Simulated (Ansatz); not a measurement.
# HfSi (model cell, started as rocksalt type): from the cell to its phonons, part 2 of 2

Task: relax HfSi (model cell, started as rocksalt type), then find its harmonic phonons.

Ansatz 0.2.0; DFT PBE, scalar-relativistic, plane waves, PAW.

So far. Step 3 (Tight relaxation): The forces vanish by symmetry and the pressure is 0.000 GPa, within the tolerances set. The cell now holds 19.20 Å³/atom. The relaxed cell has a = 5.356 Å (conventional setting).

The structure was built from a prototype and need not be the compound's stable phase.

### Step 4. The dispersion

Stability and thermal properties need the whole zone. Linear response on a 4×4×4 q mesh gives force constants as far as a supercell of that size would.

Input file input.yaml:

```yaml
crystal:
  lattice:
    - [0.0, 2.677801135, 2.677801135]
    - [2.677801135, 0.0, 2.677801135]
    - [2.677801135, 2.677801135, 0.0]
  atoms:
    - { symbol: Hf, position: [0.0, 0.0, 0.0] }
    - { symbol: Si, position: [0.5, 0.5, 0.5] }
kpoints:
  mp_grid: { grid: [12, 12, 12] }
hamiltonian:
  xc: pbe
scf:
  occupations: { method: methfessel_paxton, width: 0.15 }
output:
  eigenvalues: true
phonons:
  method: dfpt
  qmesh: [4, 4, 4]
  temperatures: { t_max: 1000, t_step: 50 }
  qpath:
    path:
      - [[0.0, 0.0, 0.0], [0.5, 0.0, 0.5], [0.625, 0.25, 0.625]]
      - [[0.375, 0.375, 0.75], [0.0, 0.0, 0.0], [0.5, 0.5, 0.5], [0.5, 0.25, 0.75], [0.5, 0.0, 0.5]]
    npoints: 10
```

Command:

```sh
ansatz run input.yaml --threads 4 --pin off --max-ram 7168MiB --backend cpu --events-out ev --progress --plain --runs-dir out
```

Numbers of over 12 decimals in the logs are rounded to 6 here.

The log of the run:

```text
[...]
Crystal: 2 atoms, lattice volume = 38.403 Å³
Basis set: ecut = 420 eV, 749 PW (Γ), exchange–correlation on 54×54×54 points (8 copies of the dense FFT grid, shifted against one another)
Bands: 19, of which v1, the nominal top of the filled ones, is band 15 counted from 1 (14 counted from 0)
Symmetry: 48 space group operations
k-points: 72 of 1728
[...]
SCF iter   1: F=—  HF=-16358.293931 eV  |F-HF|=—  |Δ(HF+E_count)|=         —  Δρ=3.42e-3  dr2=6.35e-3  ethr=1.77e-3  ⟨swp⟩=4.8  Hψ=5695  notcnv=0
[...]
SCF iter   9: F=-16358.292825 eV  HF=-16358.292825 eV  |F-HF|=3.64e-12  |Δ(HF+E_count)|=  5.46e-12  S|Δr|=    0.00e0  Δρ=1.18e-8  dr2=2.57e-14  ethr=1.00e-12  ⟨swp⟩=5.4  Hψ=5713  notcnv=0
SCF 1 converged in 9 iterations: F = -16358.292825 eV  dr2 = 2.57e-14
[...]
SCF iter   1: F=—  HF=-16358.292825 eV  |F-HF|=—  |Δ(HF+E_count)|=         —  Δρ=1.37e-7  dr2=8.49e-12  ethr=6.60e-9  ⟨swp⟩=3.4  Hψ=10086  notcnv=0
eigensolver tolerance schedule: the retry pair's looser diagonalisation over-reported the residual by 233323.88 of it (diagonalisation noise at 0.99 of the residual, at the tolerance the schedule requests for it); recorded, not acted on — ethr = c·dr2/N_el stays at c = 1.0e-1
[...]
SCF iter   2: F=-16358.292825 eV  HF=-16358.292825 eV  |F-HF|=3.64e-12  |Δ(HF+E_count)|=   1.68e-9  S|Δr|=    0.00e0  Δρ=6.33e-8  dr2=1.73e-12  ethr=1.00e-12  ⟨swp⟩=6.3  Hψ=6103  notcnv=0
SCF 2 converged in 2 iterations: F = -16358.292825 eV  dr2 = 1.73e-12
phonons: the bands overlap, so this run is a metal and interpolates without the dipole-dipole term. If the crystal is really an insulator or semiconductor, its LO-TO splitting is missing
NSCF: frozen V_eff on 72 k-points
[...]
DFPT response loops at q = (0, 0, 0) (fractional): preconditioner auto → Kerker (q_TF=auto, 2.618 Å⁻¹) (partly filled bands, converged f_vac=0.000); β = 1.00, the filter's whole step (`scf.mixing.beta` (0.50) is not read by the response loops under this deck's `scf.mixing.preconditioner`; to damp them name `kerker` or `kerker_dos`, under which they read `scf.mixing.beta`, and type it under 1.00, their step now; both keys bind the ground state too); Broyden in place of MSR1
[...]
SCF converged after 9 iterations
[...]
Free energy (F): -16358.292825 eV
[...]
Internal energy: -16358.292690 eV  (E = F + TS)
E sigma→0 (E₀):  -16358.292792 eV
Entropy (-TS):   -0.000136 eV (-0.068 meV/atom)
Fermi energy:    15.020493 eV
[...]
--- Band table (eV; the first three rows and the last of 72) ---
  k-point 0: bands = [... 11 lower, 4.7322, 15.2093, 15.2093, 15.2093, 15.9357, 15.9357, 17.4301, 17.4301]
  k-point 1: bands = [... 11 lower, 4.8611, 14.8064, 15.1159, 15.1159, 15.6193, 15.6193, 17.3841, 18.1141]
  k-point 2: bands = [... 11 lower, 5.2396, 13.8311, 14.4656, 14.4656, 15.8351, 15.8351, 17.3160, 19.3516]
  k-point 71: bands = [... 11 lower, 7.8240, 12.1817, 12.1817, 12.3867, 17.3898, 17.6988, 17.6988, 19.0323]
--- Phonons (Γ-DFPT): 2 representative perturbations + reference (Σ response iterations 6) ---
  ASR residual: 3.069e-6 → 0.000e0 eV/Å²; symmetrization residual: 2.186e-6 eV/Å²
  ASR residual per site (eV/Å²): 1.90e-6 3.07e-6
  Γ frequencies (cm⁻¹): 0.00 0.00 0.00 334.89 334.89 334.89
--- Phonons (arbitrary-q DFPT): 8 irreducible q on the 4×4×4 mesh ---
  q = [0.0000, 0.0000, 0.0000] (star 1, of the zone-centre solve; hermiticity 4.37e-7, symmetrization 1.93e-12): -0.00 -0.00 0.00 334.89 334.89 334.89
  q = [0.0000, 0.0000, 0.2500] (star 8, 2 solved perturbations on 936 of 1728 k-point pairs; hermiticity 1.11e-7, symmetrization 8.35e-13): 79.74 79.74 102.79 324.35 324.35 343.30
[...]
q = [0.0000, 0.2500, 0.2500] (star 6, 4 solved perturbations in 1608 linear systems a pass and spin channel, the states on 510 of 1728 k-point pairs; hermiticity 3.22e-7, symmetrization 3.74e-13): 51.41 51.41 126.30 321.25 333.43 333.43
[...]
sum rule: each row above includes the acoustic sum rule's correction from the zone centre's row sums; it moved no ω² by more than (0.17 cm⁻¹)²
  mesh force constants: q→R imaginary residual 5.34e-18; ASR residual 3.069e-6 → 0.000e0 eV/Å²; symmetrization residual 7.105e-15 eV/Å²
  interpolated dispersion: 62 rows × 6 modes
  density of states and harmonic sums: on the 20×20×20 q-mesh, interpolated from the force constants of a 4×4×4 supercell (no non-analytic term)
  largest difference from the sums on the solved wave vectors: F 1.26e-2 eV, S 1.66e-5 and C_V 4.01e-6 eV/K
  zero-point energy: 0.080735 eV/cell   skipped modes (ω ≤ 0): 3   left out of the sums: 6.25e-5 of the cell's modes: C_V's classical limit lies that fraction below 3 k_B per atom; for a crystal, a wire or a layer, F and S can be off by more, and a phonons.interpolated_qmesh denser along its periods is the remedy for the sampling
```

It took 6.1 min on 4 threads of Arm Neoverse V1, shared host; peak memory 3.1 GiB; 24 min of CPU time.

The column dr2 measures how far the density is from self-consistency, as an energy; F and HF (Harris–Foulkes) agree once it is small.

This step gave:

```yaml
sum_rule_residual_before_enforcement: 3.07e-6 eV/Å²
lowest_frequency_on_the_path: 0 cm⁻¹
point_group: m-3m
highest_frequency_on_the_path_or_at_a_solved_wavevector: 353.5 cm⁻¹
mean_frequency: 217.1 cm⁻¹
debye_temperature_second_moment: 459 K
logarithmic_mean_frequency: 179.6 cm⁻¹
highest_optical_mode_at_the_zone_centre_no_lo_to_term: 334.9 cm⁻¹
lowest_optical_zone_centre_mode: 334.9 cm⁻¹
lowest_mode_on_the_q_mesh_acoustic_modes_at_gamma_apart: 51.41 cm⁻¹
zero_point_energy_per_atom: 40.37 meV
heat_capacity_at_300_k: 22.34 J/(mol atoms K)
vibrational_entropy_at_300_k: 30.04 J/(mol atoms K)
edges_of_the_widest_gap_between_branches_on_path_and_mesh: 155.6, 316.5 cm⁻¹
```

Frequencies (cm⁻¹) solved at each irreducible wavevector; negative means imaginary. Frequencies by wavevector, by row:

| q in reciprocal lattice units | star | mode 1 | mode 2 | mode 3 | mode 4 | mode 5 | mode 6 |
| --- | --- | --- | --- | --- | --- | --- | --- |
| 0 0 0 | 1 | 0 | 0 | 0 | 334.9 | 334.9 | 334.9 |
| 0 0 0.25 | 8 | 79.7 | 79.7 | 102.8 | 324.4 | 324.4 | 343.3 |
| 0 0 -0.5 | 4 | 119 | 119 | 155.6 | 319.4 | 319.4 | 353.5 |
| 0 0.25 0.25 | 6 | 51.4 | 51.4 | 126.3 | 321.2 | 333.4 | 333.4 |
| 0 0.25 -0.5 | 24 | 103 | 106.7 | 120.3 | 324.7 | 331 | 345.4 |
| 0 0.25 -0.25 | 12 | 67.2 | 119.5 | 141.2 | 321.8 | 340.4 | 345.4 |
| 0 -0.5 -0.5 | 3 | 70.9 | 70.9 | 76.7 | 316.5 | 329.8 | 329.8 |
| 0.25 -0.5 -0.25 | 6 | 80.1 | 80.1 | 132 | 336.8 | 336.8 | 338.2 |

Interpolated from a 4×4×4 q mesh. The phonon branches at the labelled points (cm⁻¹):

```
    point  branch 1  branch 2  branch 3  branch 4  branch 5  branch 6
        Γ         0         0         0       335       335       335
  halfway        51        51       126       321       333       333
        X        71        71        77       316       330       330
  halfway        79        83        85       323       328       335
        U        82       106       114       324       336       344
jump to K        82       106       114       324       336       344
  halfway        53       103       124       321       336       340
        Γ         0         0         0       335       335       335
  halfway        80        80       103       324       324       343
        L       119       119       156       319       319       354
  halfway       106       113       139       324       334       350
        W        80        80       132       337       337       338
  halfway        75        81       106       328       332       334
        X        71        71        77       316       330       330
```

The phonon branches as a text plot (rows in cm⁻¹):

```
    346 |                ********          ***************
    331 |******************    **************       *************
    317 |    ***********   *******           **********        **
    302 |
    287 |
    272 |
    258 |
    243 |
    228 |
    214 |
    199 |
    184 |
    169 |
    155 |                                       ****
    140 |                   ****              **    *****
    125 |      ***         **** *            *   ****    ****
    110 |    **   **     ***   ***             **  *****     *
     96 |   *           **                  ***        **     *
     81 |           *********    ***       **            ********
     66 |  *    *******      ***  **      **                  ***
     52 |      *                **  *    **
     37 | * ***                   ** *   *
     22 |  *                        **  *
      7 |**                          ***
         Γ           X  U|K            Γ         L        W     X
```

Tetrahedra on a 20×20×20 mesh, mean over bins of 5 cm-1. Interpolated from a 4×4×4 q mesh. The phonon density of states by wavenumber; read off at these points:

| wavenumber (cm⁻¹) | phonon density of states (1/cm⁻¹/cell) |
| --- | --- |
| 2 | 1.0e-5 |
| 12 | 1.6e-4 |
| 28 | 0.00156 |
| 38 | 0.00347 |
| 52 | 0.00832 |
| 62 | 0.0133 |
| 72 | 0.0277 |
| 82 | 0.0449 |
| 88 | 0.0357 |
| 98 | 0.0330 |
| 112 | 0.0422 |
| 118 | 0.0534 |
| 122 | 0.0274 |
| 138 | 0.0285 |
| 148 | 0.00718 |
| 158 | 2.0e-5 |
| 172 | 0 |
| 182 | 0 |
| 198 | 0 |
| 208 | 0 |
| 218 | 0 |
| 232 | 0 |
| 242 | 0 |
| 258 | 0 |
| 268 | 0 |
| 282 | 0 |
| 292 | 0 |
| 302 | 0 |
| 318 | 0.00735 |
| 322 | 0.144 |
| 328 | 0.0958 |
| 332 | 0.120 |
| 342 | 0.0561 |
| 352 | 0.0264 |

The partial phonon density of states has structure finer than the step of the table below, so its rows give means over 10 cm⁻¹, whole bins alone (the curve runs from -10 to 374 cm⁻¹). Peaks (cm⁻¹: height): Hf 81.8: 0.0382, 118.0: 0.0483, 132.5: 0.0363, 332.9: 0.00867; Si 323.2: 0.116.

Phonopy on the run's constants, 19x19x19 mesh, Gaussian sigma 2.7 cm-1. Interpolated from a 4×4×4 q mesh. The partial phonon density of states by wavenumber; means over each step; values in 1/cm⁻¹/cell:

```
wavenumber (cm⁻¹)       Hf       Si
                0   3.3e-5   7.2e-6
               10   1.7e-4   2.3e-5
               20   7.4e-4   1.1e-4
               30  0.00187   2.6e-4
               40  0.00382   5.1e-4
               50  0.00677   8.3e-4
               60   0.0110  0.00125
               70   0.0212  0.00217
               80   0.0347  0.00324
               90   0.0317  0.00251
              100   0.0316  0.00188
              110   0.0384  0.00139
              120   0.0399   7.4e-4
              130   0.0328   4.4e-4
              140   0.0232   2.7e-4
              150  0.00596   6.0e-5
              160   3.6e-4   8.0e-7
              170        0        0
              180        0        0
              190        0        0
              200        0        0
              210        0        0
              220        0        0
              230        0        0
              240        0        0
              250        0        0
              260        0        0
              270        0        0
              280        0        0
              290        0        0
              300        0        0
              310   4.3e-5  0.00124
              320  0.00225   0.0679
              330  0.00697    0.103
              340  0.00509   0.0716
              350  0.00128   0.0387
              360   4.2e-5  0.00219
```

Second derivatives of the energy by pair, one row for each kind of neighbour of each atom listed. Each entry sums the pair over the periodic images of the supercell that the q mesh stands for, and in a polar crystal it holds the long-range dipole part too. Force constants by pair, by row:

```csv
atom,neighbour,distance (Å),third of the trace (eV/Å²),along the pair's line (eV/Å²)
Hf1,itself,0,10.71,–
Hf1,Si,2.678,-1.616,-4.15
Hf1,Hf,3.787,-0.0885,-0.5639
Hf1,Si,4.638,-0.0656,-0.2363
Hf1,Hf,5.356,-0.1569,-0.3601
Hf1,Si,5.988,0.0308,0.0911
Hf1,Hf,6.559,0.0316,0.0976
Si2,itself,0,10.91,–
Si2,Hf,2.678,-1.616,-4.15
Si2,Si,3.787,-0.0526,-0.2345
Si2,Hf,4.638,-0.0656,-0.2363
Si2,Si,5.356,-0.116,-0.229
Si2,Hf,5.988,0.0308,0.0911
Si2,Si,6.559,0.0231,0.0253
```

Harmonic thermodynamic functions per atom, from the density of states. Interpolated from a 4×4×4 q mesh. Thermodynamic functions, by row:

| T (K) | F_vib (meV/atom) | S (J/mol-atom/K) | C_V (J/mol-atom/K) |
| --- | --- | --- | --- |
| 0 | 40.37 | 0 | 0 |
| 50 | 39.84 | 3.404 | 6.614 |
| 100 | 36.35 | 10.03 | 12.83 |
| 200 | 19.78 | 21.45 | 19.8 |
| 300 | -7.11 | 30.04 | 22.34 |
| 400 | -41.8 | 36.63 | 23.41 |
| 500 | -82.59 | 41.91 | 23.93 |
| 600 | -128.4 | 46.31 | 24.23 |
| 700 | -178.4 | 50.06 | 24.42 |
| 800 | -232 | 53.33 | 24.54 |
| 900 | -288.8 | 56.22 | 24.62 |
| 1000 | -348.4 | 58.82 | 24.68 |

Harmonic mean-square displacement, third of the trace. Interpolated from a 4×4×4 q mesh. Mean square displacements, by row:

| T (K) | Hf1 U_eq (Å²) | Si2 U_eq (Å²) |
| --- | --- | --- |
| 0 | 9.80e-4 | 0.00213 |
| 100 | 0.00192 | 0.00273 |
| 300 | 0.00518 | 0.00537 |
| 600 | 0.01025 | 0.01006 |

Symmetry leaves 8 wavevectors to solve. The lowest mode among them, the acoustic zeros apart, lies at q = (0, 0.25, 0.25) and is real, 51.4 cm⁻¹.

### Step 5. Another isotope, element Hf, natural mass 178.486 amu

An isotope changes the mass and not the force constants, so no new electronic calculation is needed; the shifts show which modes move this element.

The same force constants with the mass of Hf changed from 178.486 to 173.940 u (phonopy, no LO-TO term). Both lists are sorted by frequency; levels can cross, so a row need not hold one and the same mode. Modes under 3 cm⁻¹ are left out. Isotope shifts, by row:

```csv
q,rank,natural mass (cm⁻¹),changed mass (cm⁻¹)
0 0 0,4,334.9,335.5
0 0 0,5,334.9,335.5
0 0 0,6,334.9,335.5
0 0 0.25,1,79.74,80.7
0 0 0.25,2,79.74,80.7
0 0 0.25,3,102.8,104
0 0 0.25,4,324.4,324.7
0 0 0.25,5,324.4,324.7
0 0 0.25,6,343.3,343.6
0 0 -0.5,1,119,120.5
0 0 -0.5,2,119,120.5
0 0 -0.5,3,155.6,157.6
0 0 -0.5,4,319.4,319.4
0 0 -0.5,5,319.4,319.4
0 0 -0.5,6,353.5,353.5
0 0.25 0.25,1,51.41,52.01
0 0.25 0.25,2,51.41,52.01
0 0.25 0.25,3,126.3,127.9
0 0.25 0.25,4,321.2,321.3
0 0.25 0.25,5,333.4,333.9
0 0.25 0.25,6,333.4,333.9
```

A mode of this element alone would shift by +1.30 %. The highest zone-centre frequency without the field goes from 334.9 to 335.5 cm⁻¹ (+0.2 %). The product of the frequency ratios over all optical modes at Γ is 1.005; the product rule, (m/m′)^(3k/2) (M′/M)^(3/2) with k = 1 such atoms and M the mass of the cell, gives 1.005.

### Step 6. Another isotope, element Si, natural mass 28.085 amu

The same for Si, from 28.09 to 29.97 u.

A mode of this element alone would shift by -3.20 %. The highest zone-centre frequency without the field goes from 334.9 to 325.6 cm⁻¹ (-2.8 %). The product of the frequency ratios over all optical modes at Γ is 0.919; the product rule, (m/m′)^(3k/2) (M′/M)^(3/2) with k = 1 such atoms and M the mass of the cell, gives 0.919.

### Step 7. Outcome

- space group after relaxation (within 0.01 Å): Fm-3m
- volume per atom: 19.2 Å³
- electronic character: no gap on this mesh
- highest optical mode at the zone centre (no LO-TO term): 335 cm⁻¹
- lowest optical zone-centre mode: 335 cm⁻¹
- lowest mode on the q mesh (acoustic modes at Γ apart): 51.4 cm⁻¹
- highest frequency on the path or at a solved wavevector: 354 cm⁻¹
- zero-point energy per atom: 40.4 meV
- heat capacity at 300 K: 22.3 J/(mol atoms K)
- vibrational entropy at 300 K: 30.0 J/(mol atoms K)
- Debye temperature (second moment): 459 K
- imaginary modes on the 4×4×4 q mesh: none

What this shows: The structure is a minimum as far as tested: no mode is imaginary at the 8 irreducible wavevectors of the 4×4×4 mesh, and the softest away from the acoustic zeros lies at 51 cm⁻¹. The optical modes at Γ form one degenerate level at 335 cm⁻¹. On the path and the mesh, the widest gap between branches runs from 156 to 316 cm⁻¹. With no gap, or one that is small against the smearing, the frequencies hang on the k mesh and the smearing, most of all near Kohn anomalies. Spin-orbit coupling is left out, which can matter for the heavy elements here. The starting cell was built on a prototype and not taken from a measurement, so the phase need not exist. These are harmonic frequencies at zero temperature: anharmonic shifts, linewidths and thermal expansion are left out.

[Logs are printed without paths, hosts, clocks, repeated set-up lines and the standing remarks that a program may print on its own settings, such as how far it seeks lower states.]

[Hosts, paths, dates, database ids (printed as entryN), source tags and the programs' standing remarks are cut or masked in the printed files.]
